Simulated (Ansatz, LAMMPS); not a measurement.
# Force difference against the spacing of support functions in regrown after partial melting: C with 5 % Si on C sites, (111) (192 atoms)

The cell holds 192 atoms: 10 Si and 182 C. Cell: a = 10.086 Å, b = 8.735 Å, c = 12.789 Å, α = 90.0°, β = 90.0°, γ = 90.0°. It derives from C (diamond C) and Si. A 2 x 1 x 2 block of diamond C (a = 3.566 Å), 5 % of C replaced at random by Si with its (111) planes normal to z; the lower 50 % held fixed, the rest melted at 8000 K for 10 ps and cooled to 300 K at 50 K/ps with the Tersoff potential (Tersoff, Phys. Rev. B 39, 5566 (1989)); then all atoms free for 10 ps at 300 K, the cell's length along z at zero stress. Regions: crystal, 96 atoms (3 Si and 93 C); remelted part, 96 atoms (89 C and 7 Si).

Calculated with Ansatz 0.2.0: Kohn-Sham DFT, PBE, PAW (set soft_2), localised support functions (medium), with the spacing typed; the reference is Kohn-Sham DFT, PBE, PAW (set soft_2), plane waves, cutoff 420 eV, k-mesh 1×2×1, gaussian smearing of 0.025 eV, with an r.m.s. force component of 1.07 eV/Å.

| spacing (Å) | r.m.s. force difference (meV/Å) | time |
| --- | --- | --- |
| 0.206 | 0.732 | 4.6 min |
| 0.263 | 2.186 | 3.7 min |
| 0.297 | 10.08 | 3.3 min |
| 0.343 | ? | ? |
| 0.411 | 156.2 | 3.3 min |

Task: Fit a power law of the spacing to the rows given and interpolate to the withheld row.

Worked fit:

A power law y = A x^b is a line in u = ln x and v = ln y.

```
 u = ln x   v = ln y
 -1.57988  -0.311975
 -1.33560   0.782073
 -1.21402    2.31026
-0.889162    5.05100
```

With n = 4: mean u = -1.25467, mean v = 1.95784, Σ(u − ū)² = 0.24756, Σ(u − ū)(v − v̄) = 1.9782. Slope b = 1.9782 / 0.24756 = 7.9909; intercept a = v̄ − b ū = 11.984.

At the withheld row u = -1.070, v = a + b u = 3.433, and y = exp(v).

Prediction at 0.343: 30.98 meV/Å. The run gave 26.20 meV/Å, so the fit is high by 4.8 meV/Å (18 % of the value).

The fitted exponent is 8.0. Between neighbouring rows, the withheld one included, the exponents are 4.5, 13, 6.6 and 9.9, so one power law doesn't hold over the range. Among the rows given, the largest relative miss of the fit is at 0.263, by 1.5 meV/Å (70 %).

Limits: The difference holds the reference's own basis error, which sets a floor under it.

[Logs are printed without paths, hosts, clocks, repeated set-up lines and the standing remarks that a program may print on its own settings, such as how far it seeks lower states.]

[Hosts, paths, dates, database ids (printed as entryN), source tags and the programs' standing remarks are cut or masked in the printed files.]
